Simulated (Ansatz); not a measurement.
Computed results, one entry a study.

```cif
data_naauf3
_symmetry_space_group_name_H-M 'Pm-3m'
_symmetry_Int_Tables_number 221
_cell_length_a 4.3752
_cell_length_b 4.3752
_cell_length_c 4.3752
_cell_angle_alpha 90.000
_cell_angle_beta 90.000
_cell_angle_gamma 90.000
_cell_volume 83.75
loop_
_atom_site_label
_atom_site_type_symbol
_atom_site_symmetry_multiplicity
_atom_site_Wyckoff_symbol
_atom_site_fract_x
_atom_site_fract_y
_atom_site_fract_z
_atom_site_occupancy
Na1 Na 1 a 0.00000 0.00000 0.00000 1
Au1 Au 1 b 0.50000 0.50000 0.50000 1
F1 F 3 c 0.00000 0.50000 0.50000 1
_calc_subject 'NaAuF3 (cubic perovskite) (Pm-3m): Hubbard U and Hund's J by constrained RPA'
_calc_method 'DFT, PBEsol, plane waves, PAW (and 1 further level or step)'
_calc_program 'Ansatz 0.2.0'
_calc_settings_of_one_run 'cutoff 420 eV, 6×6×6 k-mesh, smearing width 0.08 eV, default PAW, coordination {"Au": "octahedral"}, magnetic state non-magnetic by constraint'
_calc_cost '3 runs, 2.8 min in all on 4 threads of Intel Xeon Platinum 8559C (Emerald Rapids), shared host (the runs of this entry)'
_calc_notes 'The structure was built from a prototype and need not be the compound’s stable phase. This run has no spin polarisation although its electron count is odd. The structure was relaxed with PBEsol. The structure type comes from a generator and need not be one that this composition takes. Limits: no spin-orbit coupling. The bands cross the Fermi level under this constraint, which need not be the crystal’s state: magnetic order, correlation or a lattice distortion may open a gap. Spin-orbit coupling, which is strong for atoms this heavy, is left out.'
_calc_au_d 'U 4.69 eV, U′ 4.02 eV, J 0.31 eV, bare V 12.6 eV'
_calc_au_d_anion_p 'U 6.83 eV, U′ 5.82 eV, J 0.51 eV, bare V 17.0 eV'
_calc_method 'constrained RPA on non-magnetic PBEsol, 4×4×4 mesh, static; search for lower states off'
```

[Paths, hosts, dates, memory and timing lines, banners, echoed tables and standing remarks are left out of the program output.]

[Logs are printed without paths, hosts, clocks, repeated set-up lines and the standing remarks that a program may print on its own settings, such as how far it seeks lower states.]

[Runs of the session that timed out or met a known fault of the program may be left out.]

[Hosts, paths, dates, database ids (printed as entryN), source tags and the programs' standing remarks are cut or masked in the printed files.]
